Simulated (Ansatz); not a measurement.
## Grüneisen parameters and expansion of Pt (Fm-3m)

Which modes of Pt drive its thermal expansion?

Method: DFT LDA, scalar-relativistic, plane waves, PAW; PAW set soft_1, in Ansatz 0.2.0.

Most raw output is cut from this account.

### 1. Starting point

Symmetry: Fm-3m, No. 225, cubic system. The conventional cell has a = 3.922 Å, b = 3.922 Å, c = 3.922 Å, α = 90.00°, β = 90.00°, γ = 90.00°. Nearest to Pt lie 12 Pt at 2.77 Å.

### 2. Probe on a coarse mesh

Before spending time, one coarse run tells the gap and the pressure of the starting cell.

input.yaml

```yaml
crystal:
  lattice:
    - [0.0, 1.9609, 1.9609]
    - [1.9609, 0.0, 1.9609]
    - [1.9609, 1.9609, 0.0]
  atoms:
    - { symbol: Pt, position: [0.0, 0.0, 0.0] }
kpoints:
  mp_grid: { grid: [8, 8, 8] }
hamiltonian:
  xc: lda
  pseudopotentials: { kind: paw, azcp: { folder: soft_1 }, xc_functional: pbe }
scf:
  occupations: { method: gaussian, width: 0.1 }
  lower_state_search: "off"
output:
  forces: true
  stress: true
  eigenvalues: true
```

Launch:

```console
$ ansatz run input.yaml --threads 8 --pin off --max-ram 16384MiB --backend cpu --events-out ev --progress --plain --runs-dir out
```

Wall time 0.73 s (8 threads of Arm Neoverse V2, shared host); peak memory 0.25 GiB.

This step gave:

* pressure: -6.859 GPa
* volume per atom: 15.08 Å³/atom
* gap on the k-mesh: 0 eV

The start is under -6.9 GPa at this level and looks like a metal on this mesh.

### 3. Relaxation

The vibrations must be taken about the equilibrium of this functional, not about the starting cell, so the structure is relaxed.

input.yaml, the sections that differ from step 2:

```yaml
kpoints:
  mp_grid: { grid: [18, 18, 18] }
output:
  forces: true
  stress: true
  eigenvalues: true
  write_density: true
  write_potential: true
  elf: true
  volumetric_format: npy
relax:
  adjacent_minimum: "off"
  f_tol: 0.005
  max_steps: 80
  cell: { stress_tol: 0.05 }
# crystal, hamiltonian, scf: as in step 2
```

Elapsed: 1.9 s, on 8 threads; peak memory 0.33 GiB; 11 s of CPU time.

Relaxation path:

```
step  energy less that of the first step (eV)  largest force component (eV/Å)  pressure (GPa)  volume (Å³)
   1                                   0.0000                          0.0000           -6.28        15.08
   2                                   0.0176                          0.0000           13.89        14.17
   3                                  -0.0065                          0.0000           -0.57        14.78
   4                                  -0.0066                          0.0000            0.03        14.76
  5*                                  -0.0065                          0.0000            0.04        14.76
```

Relaxation steps marked * repeat the geometry before them on a plane-wave basis chosen anew for their cell, so energy and pressure can jump there. Relaxation step 2 was tried and not accepted.

```
conventional cell, symmetrised  before  after  change
                         a (Å)   3.922  3.893  -0.7 %
                         b (Å)   3.922  3.893  -0.7 %
                         c (Å)   3.922  3.893  -0.7 %
              volume (Å³/atom)   15.08  14.76  -2.2 %
```

Final coordinates:

```
Pt
1.0
     0.00000    1.94673    1.94673
     1.94673    0.00000    1.94673
     1.94673    1.94673    0.00000
Pt
1
Direct
  0.00000 0.00000 0.00000
```

Numbers from this step:

```yaml
pressure: 0.03717 GPa
volume_per_atom: 14.76 Å³/atom
```

ELF in the ac plane of the conventional cell at fractional y = 0.000, with atoms of Pt within 0.2 Å of it. It is the smooth field of the valence electrons, not physical close to the nuclei.

Values, 14 rows by 14 columns, each cell a mean:
```
0.58 0.57 0.54 0.40 0.26 0.19 0.15 0.14 0.17 0.22 0.31 0.47 0.56 0.58
0.57 0.54 0.46 0.33 0.25 0.22 0.19 0.19 0.20 0.23 0.28 0.39 0.49 0.56
0.50 0.44 0.34 0.28 0.27 0.25 0.26 0.27 0.26 0.26 0.28 0.31 0.39 0.47
0.32 0.29 0.27 0.28 0.28 0.33 0.40 0.43 0.37 0.31 0.28 0.28 0.28 0.31
0.21 0.22 0.24 0.27 0.34 0.46 0.54 0.56 0.51 0.41 0.31 0.26 0.23 0.22
0.16 0.18 0.22 0.29 0.44 0.54 0.57 0.58 0.56 0.51 0.37 0.26 0.20 0.17
0.13 0.16 0.21 0.32 0.50 0.57 0.58 0.60 0.58 0.56 0.43 0.27 0.19 0.14
0.14 0.17 0.22 0.31 0.47 0.56 0.58 0.58 0.57 0.54 0.40 0.26 0.19 0.15
0.19 0.20 0.23 0.28 0.39 0.49 0.56 0.57 0.54 0.46 0.33 0.25 0.22 0.19
0.27 0.26 0.26 0.28 0.31 0.39 0.47 0.50 0.44 0.34 0.28 0.27 0.25 0.26
0.43 0.37 0.31 0.28 0.28 0.28 0.31 0.32 0.29 0.27 0.28 0.28 0.33 0.40
0.56 0.51 0.41 0.31 0.26 0.23 0.22 0.21 0.22 0.24 0.27 0.34 0.46 0.54
0.58 0.56 0.51 0.37 0.26 0.20 0.17 0.16 0.18 0.22 0.29 0.44 0.54 0.57
0.60 0.58 0.56 0.43 0.27 0.19 0.14 0.13 0.16 0.21 0.32 0.50 0.57 0.58
```
Columns run along a (3.9 Å), rows up along c (3.9 Å), edges of the conventional cell, whose origin can differ from the input's. Atoms in or near the plane, at fractional coordinates: Pt at (0.00, 0.00), Pt at (0.50, 0.50).

Valence density in the ac plane of the conventional cell at fractional y = 0.000, with atoms of Pt within 0.2 Å of it. It is the smooth field of the valence electrons, not physical close to the nuclei.

Values in e/Å³, 14 rows by 14 columns, each cell a mean:
```
10  8  4  1  0  0  0  0  0  0  1  2  6  9
 7  5  2  1  0  0  0  0  0  0  0  1  3  6
 3  2  1  1  0  0  0  0  0  0  0  1  1  2
 1  1  0  0  1  1  1  1  1  1  0  0  0  1
 0  0  0  0  1  2  4  5  4  2  1  0  0  0
 0  0  0  1  2  5  8  9  7  4  1  0  0  0
 0  0  0  1  3  7 10 11  9  5  1  0  0  0
 0  0  0  1  2  6  9 10  8  4  1  0  0  0
 0  0  0  0  1  3  6  7  5  2  1  0  0  0
 0  0  0  0  1  1  2  3  2  1  1  0  0  0
 1  1  1  0  0  0  1  1  1  0  0  1  1  1
 5  4  2  1  0  0  0  0  0  0  0  1  2  4
 9  7  4  1  0  0  0  0  0  0  1  2  5  8
11  9  5  1  0  0  0  0  0  0  1  3  7 10
```
Columns run along a (3.9 Å), rows up along c (3.9 Å), edges of the conventional cell, whose origin can differ from the input's. Atoms in or near the plane, at fractional coordinates: Pt at (0.00, 0.00), Pt at (0.50, 0.50).

Electrostatic potential energy in the ac plane of the conventional cell at fractional y = 0.000, with atoms of Pt within 0.2 Å of it. With pseudopotentials it is smooth inside the atoms' cores, unlike the true potential.

Values in eV, 14 rows by 14 columns, each cell a mean:
```
-50 -46 -29   3  21  25  27  27  26  24  16 -11 -37 -49
-40 -33 -13  12  22  25  25  25  25  24  20   2 -22 -37
-15  -6   9  20  23  22  21  20  22  23  22  16   2 -11
 15  18  21  22  20  12   3   0   6  16  21  22  20  16
 24  24  24  21   9 -13 -29 -32 -24  -4  16  23  24  24
 27  26  24  18  -6 -33 -46 -48 -42 -24   6  22  25  26
 27  27  24  15 -15 -40 -50 -51 -48 -32   0  20  25  27
 27  26  24  16 -11 -37 -49 -50 -46 -29   3  21  25  27
 25  25  24  20   2 -22 -37 -40 -33 -13  12  22  25  25
 20  22  23  22  16   2 -11 -15  -6   9  20  23  22  21
  0   6  16  21  22  20  16  15  18  21  22  20  12   3
-32 -24  -4  16  23  24  24  24  24  24  21   9 -13 -29
-48 -42 -24   6  22  25  26  27  26  24  18  -6 -33 -46
-51 -48 -32   0  20  25  27  27  27  24  15 -15 -40 -50
```
Columns run along a (3.9 Å; values clipped at the 3rd and 97th percentile), rows up along c (3.9 Å), edges of the conventional cell, whose origin can differ from the input's. Atoms in or near the plane, at fractional coordinates: Pt at (0.00, 0.00), Pt at (0.50, 0.50).

The relaxation ends with a pressure of 0.04 GPa.

### 4. Tight relaxation

The relaxation is repeated with tighter thresholds on force and stress, since phonons are sensitive to what is left; a change of mesh or smearing in the input moves the cell too.

input.yaml

```yaml
crystal:
  lattice:
    - [0.0, 1.9467334241, 1.9467334241]
    - [1.9467334241, 0.0, 1.9467334241]
    - [1.9467334241, 1.9467334241, 0.0]
  atoms:
    - { symbol: Pt, position: [0.0, 0.0, 0.0] }
kpoints:
  mp_grid: { grid: [20, 20, 20] }
hamiltonian:
  xc: lda
  pseudopotentials: { kind: paw, azcp: { folder: soft_1 }, xc_functional: pbe }
scf:
  occupations: { method: methfessel_paxton, width: 0.2 }
  lower_state_search: "off"
output:
  forces: true
  stress: true
  eigenvalues: true
relax:
  adjacent_minimum: "off"
  f_tol: 0.001
  max_steps: 60
  cell: { stress_tol: 0.01 }
```

Wall time 1.8 s (8 threads); peak memory 0.34 GiB.

Little changed from the start: no atom moved by 0.005 Å and no cell edge by 0.1 %.

This step gave:

* pressure: 3.04e-4 GPa
* volume per atom: 14.75 Å³/atom

The residual pressure is 3.0e-4 GPa, small enough for phonons.

### 5. Lattice dynamics at this volume, V/V0 1

Phonons at this volume give one point of F(V, T); meshes stay fixed along the series.

input.yaml, the sections that differ from step 4:

```yaml
crystal:
  lattice:
    - [0.0, 1.9466893132, 1.9466893132]
    - [1.9466893132, 0.0, 1.9466893132]
    - [1.9466893132, 1.9466893132, 0.0]
  atoms:
    - { symbol: Pt, position: [0.0, 0.0, 0.0] }
output:
  eigenvalues: true
phonons:
  method: dfpt
  qmesh: [4, 4, 4]
  temperatures: { t_max: 1000, t_step: 50 }
  qpath:
    path:
      - [[0.0, 0.0, 0.0], [0.5, 0.0, 0.5], [0.625, 0.25, 0.625]]
      - [[0.375, 0.375, 0.75], [0.0, 0.0, 0.0], [0.5, 0.5, 0.5], [0.5, 0.25, 0.75], [0.5, 0.0, 0.5]]
    npoints: 10
# kpoints, hamiltonian, scf: as in step 4
# relax: removed
```

Elapsed: 76 s, on 8 threads; peak memory 3.7 GiB; 8.8 min of CPU time.

Numbers from this step:

```yaml
gamma_frequencies: 0, 0, 0 cm⁻¹ (negative: imaginary)
lowest_frequency_on_the_path: 0 cm⁻¹
zero_point_energy: 0.02329 eV/cell
highest_frequency: 203.9 cm⁻¹
debye_temperature_from_the_second_moment: 246 K
```

No LO-TO term. The phonon branches at the labelled points (cm⁻¹):

```
    point  branch 1  branch 2  branch 3
        Γ         0         0         0
  halfway        83        83       143
        X       132       132       199
  halfway       129       136       193
        U       119       149       176
jump to K       119       149       176
  halfway        54        86       155
        Γ         0         0         0
  halfway        56        56       139
        L        98        98       204
  halfway       104       127       186
        W       118       161       161
  halfway       126       140       187
        X       132       132       199
```

Tetrahedra on 28 28 28, mean over bins of 2 cm⁻¹. Phonon density of states against wavenumber; read off at these points:

```
wavenumber (cm⁻¹)  phonon density of states (1/cm⁻¹/cell)
             10.0                                  3.1e-4
             20.0                                 0.00127
             30.0                                 0.00275
             40.0                                 0.00448
             50.0                                 0.00638
             60.0                                 0.00853
             70.0                                  0.0111
             80.0                                  0.0146
             90.0                                  0.0204
            100.0                                  0.0359
            110.0                                  0.0322
            120.0                                  0.0270
            130.0                                  0.0210
            140.0                                  0.0165
            150.0                                  0.0126
            160.0                                 0.00595
            170.0                                  0.0192
            180.0                                  0.0339
            183.0                                  0.0362
            190.0                                  0.0187
            200.0                                 0.00416
```

Harmonic. Thermo, by row:

```
T (K)  F_vib (meV/atom)  S (J/mol-atom/K)  C_V (J/mol-atom/K)
    0             23.29                 0                   0
   50             22.48             5.105               10.19
  100             17.13             15.39               18.93
  150               6.9             23.73               21.93
  200             -7.15             30.23               23.17
  250            -24.22             35.48               23.79
  300            -43.76             39.85               24.13
  350             -65.4             43.58               24.34
  400            -88.85             46.84               24.48
  450            -113.9             49.73               24.57
  500            -140.3             52.33               24.64
  550            -168.1             54.68                24.7
  600              -197             56.83               24.73
  650            -226.9             58.81               24.77
  700            -257.9             60.64               24.79
  750            -289.8             62.35               24.81
  800            -322.5             63.96               24.82
  850            -356.1             65.46               24.84
  900            -390.3             66.88               24.85
  950            -425.4             68.23               24.86
 1000              -461              69.5               24.87
```

Phonopy on the run's constants, 21x21x21 mesh, Gaussian sigma 2.0 cm⁻¹. Table of modes, Pt by wavenumber; read off at these points:

wavenumber (cm⁻¹), modes, Pt (1/cm⁻¹/cell) and a bar:
```
    -10.0     0.0000 
      0.0     0.0001 
     10.0     0.0005 
     20.0     0.0018 ##
     30.0     0.0036 ###
     40.0     0.0050 ####
     50.0     0.0062 #####
     60.0     0.0069 ######
     70.0     0.0099 ########
     80.0     0.0139 ############
     90.0     0.0198 #################
    100.0     0.0349 ##############################
    110.0     0.0320 ###########################
    120.0     0.0257 ######################
    130.0     0.0208 ##################
    140.0     0.0140 ############
    145.7     0.0165 ##############
    150.0     0.0114 ##########
    160.0     0.0082 #######
    170.0     0.0198 #################
    180.0     0.0333 #############################
    181.8     0.0345 ##############################
    190.0     0.0193 #################
    200.0     0.0046 ####
    210.0     0.0000
```

No mode is imaginary beyond numerical noise at the solved wavevectors.

### 6. A cell at another volume, V/V0 1.015

Symmetry fixes every atom, so a single point at the scaled cell gives the energy and pressure of this member.

input.yaml, the sections that differ from step 5:

```yaml
crystal:
  lattice:
    - [0.0, 1.9563744941, 1.9563744941]
    - [1.9563744941, 0.0, 1.9563744941]
    - [1.9563744941, 1.9563744941, 0.0]
  atoms:
    - { symbol: Pt, position: [0.0, 0.0, 0.0] }
output:
  forces: true
  stress: true
  eigenvalues: true
# kpoints, hamiltonian, scf: as in step 5
# phonons: removed
```

Wall time 1 s (8 threads); peak memory 0.32 GiB; 3.2 s of CPU time.

This step gave:

- pressure: -4.403 GPa
- volume per atom: 14.98 Å³/atom

The run ends at a pressure of -4.40 GPa.

### 7. Lattice dynamics at this volume, V/V0 1.015

The same q-mesh and k-mesh are kept at every volume, so that much of their error can cancel in the differences.

input.yaml, the sections that differ from step 6:

```yaml
output:
  eigenvalues: true
phonons:
  method: dfpt
  qmesh: [4, 4, 4]
  temperatures: { t_max: 1000, t_step: 50 }
  qpath:
    path:
      - [[0.0, 0.0, 0.0], [0.5, 0.0, 0.5], [0.625, 0.25, 0.625]]
      - [[0.375, 0.375, 0.75], [0.0, 0.0, 0.0], [0.5, 0.5, 0.5], [0.5, 0.25, 0.75], [0.5, 0.0, 0.5]]
    npoints: 10
# crystal, kpoints, hamiltonian, scf: as in step 6
```

Run time: 77 s. Hardware: 8 threads; peak memory 3.7 GiB.

No mode is imaginary beyond numerical noise at the solved wavevectors.

### 8. A cell at another volume, V/V0 0.985

input.yaml, the sections that differ from step 7:

```yaml
crystal:
  lattice:
    - [0.0, 1.9369067897, 1.9369067897]
    - [1.9369067897, 0.0, 1.9369067897]
    - [1.9369067897, 1.9369067897, 0.0]
  atoms:
    - { symbol: Pt, position: [0.0, 0.0, 0.0] }
output:
  forces: true
  stress: true
  eigenvalues: true
# kpoints, hamiltonian, scf: as in step 7
# phonons: removed
```

The job ended after 0.57 s (8 threads; peak memory 0.32 GiB).

The run ends at a pressure of 4.84 GPa.

### 9. Lattice dynamics at this volume, V/V0 0.985

input.yaml, the sections that differ from step 8:

```yaml
output:
  eigenvalues: true
phonons:
  method: dfpt
  qmesh: [4, 4, 4]
  temperatures: { t_max: 1000, t_step: 50 }
  qpath:
    path:
      - [[0.0, 0.0, 0.0], [0.5, 0.0, 0.5], [0.625, 0.25, 0.625]]
      - [[0.375, 0.375, 0.75], [0.0, 0.0, 0.0], [0.5, 0.5, 0.5], [0.5, 0.25, 0.75], [0.5, 0.0, 0.5]]
    npoints: 10
# crystal, kpoints, hamiltonian, scf: as in step 8
```

Wall time 75 s (8 threads); peak memory 3.6 GiB; 8.8 min of CPU time.

No LO-TO term. Phonon branches along the path, in cm⁻¹:

```
    point  branch 1  branch 2  branch 3
        Γ         0         0         0
  halfway        86        86       149
        X       137       137       207
  halfway       134       142       201
        U       124       155       183
jump to K       124       155       183
  halfway        56        90       161
        Γ         0         0         0
  halfway        59        59       145
        L       102       102       212
  halfway       108       133       194
        W       123       168       168
  halfway       131       146       195
        X       137       137       207
```

No mode is imaginary beyond numerical noise at the solved wavevectors.

### 10. A cell at another volume, V/V0 1.03

input.yaml, the sections that differ from step 9:

```yaml
crystal:
  lattice:
    - [0.0, 1.9659647184, 1.9659647184]
    - [1.9659647184, 0.0, 1.9659647184]
    - [1.9659647184, 1.9659647184, 0.0]
  atoms:
    - { symbol: Pt, position: [0.0, 0.0, 0.0] }
output:
  forces: true
  stress: true
  eigenvalues: true
# kpoints, hamiltonian, scf: as in step 9
# phonons: removed
```

Wall time 0.55 s (8 threads); peak memory 0.32 GiB; 2.7 s of CPU time.

The run ends at a pressure of -8.41 GPa.

### 11. Lattice dynamics at this volume, V/V0 1.03

input.yaml, the sections that differ from step 10:

```yaml
output:
  eigenvalues: true
phonons:
  method: dfpt
  qmesh: [4, 4, 4]
  temperatures: { t_max: 1000, t_step: 50 }
  qpath:
    path:
      - [[0.0, 0.0, 0.0], [0.5, 0.0, 0.5], [0.625, 0.25, 0.625]]
      - [[0.375, 0.375, 0.75], [0.0, 0.0, 0.0], [0.5, 0.5, 0.5], [0.5, 0.25, 0.75], [0.5, 0.0, 0.5]]
    npoints: 10
# crystal, kpoints, hamiltonian, scf: as in step 10
```

Run time: 78 s. Hardware: 8 threads; peak memory 3.7 GiB.

No LO-TO term. The phonon branches at the labelled points (cm⁻¹):

```
    point  branch 1  branch 2  branch 3
        Γ         0         0         0
  halfway        75        75       132
        X       122       122       183
  halfway       120       125       178
        U       110       136       162
jump to K       110       136       162
  halfway        49        77       143
        Γ         0         0         0
  halfway        52        52       127
        L        92        92       188
  halfway        96       117       171
        W       107       148       148
  halfway       115       129       173
        X       122       122       183
```

No mode is imaginary beyond numerical noise at the solved wavevectors.

### 12. Single point at a scaled cell, V/V0 0.97

input.yaml, the sections that differ from step 11:

```yaml
crystal:
  lattice:
    - [0.0, 1.9270244403, 1.9270244403]
    - [1.9270244403, 0.0, 1.9270244403]
    - [1.9270244403, 1.9270244403, 0.0]
  atoms:
    - { symbol: Pt, position: [0.0, 0.0, 0.0] }
output:
  forces: true
  stress: true
  eigenvalues: true
# kpoints, hamiltonian, scf: as in step 11
# phonons: removed
```

Wall time 0.58 s (8 threads); peak memory 0.31 GiB; 2.7 s of CPU time.

The run ends at a pressure of 10.16 GPa.

### 13. Phonons, V/V0 0.97

input.yaml, the sections that differ from step 12:

```yaml
output:
  eigenvalues: true
phonons:
  method: dfpt
  qmesh: [4, 4, 4]
  temperatures: { t_max: 1000, t_step: 50 }
  qpath:
    path:
      - [[0.0, 0.0, 0.0], [0.5, 0.0, 0.5], [0.625, 0.25, 0.625]]
      - [[0.375, 0.375, 0.75], [0.0, 0.0, 0.0], [0.5, 0.5, 0.5], [0.5, 0.25, 0.75], [0.5, 0.0, 0.5]]
    npoints: 10
# crystal, kpoints, hamiltonian, scf: as in step 12
```

The job ended after 76 s (8 threads; peak memory 3.6 GiB; 8.8 min of CPU time).

No mode is imaginary beyond numerical noise at the solved wavevectors.

(Continued in part 2 of 2.)

[Logs are printed without paths, hosts, clocks, repeated set-up lines and the standing remarks that a program may print on its own settings, such as how far it seeks lower states.]

[Hosts, paths, dates, database ids (printed as entryN), source tags and the programs' standing remarks are cut or masked in the printed files.]

[A step with changed settings may run another functional than the one named; its input shows which.]

[Of the runs on displaced cells, only some may be shown.]
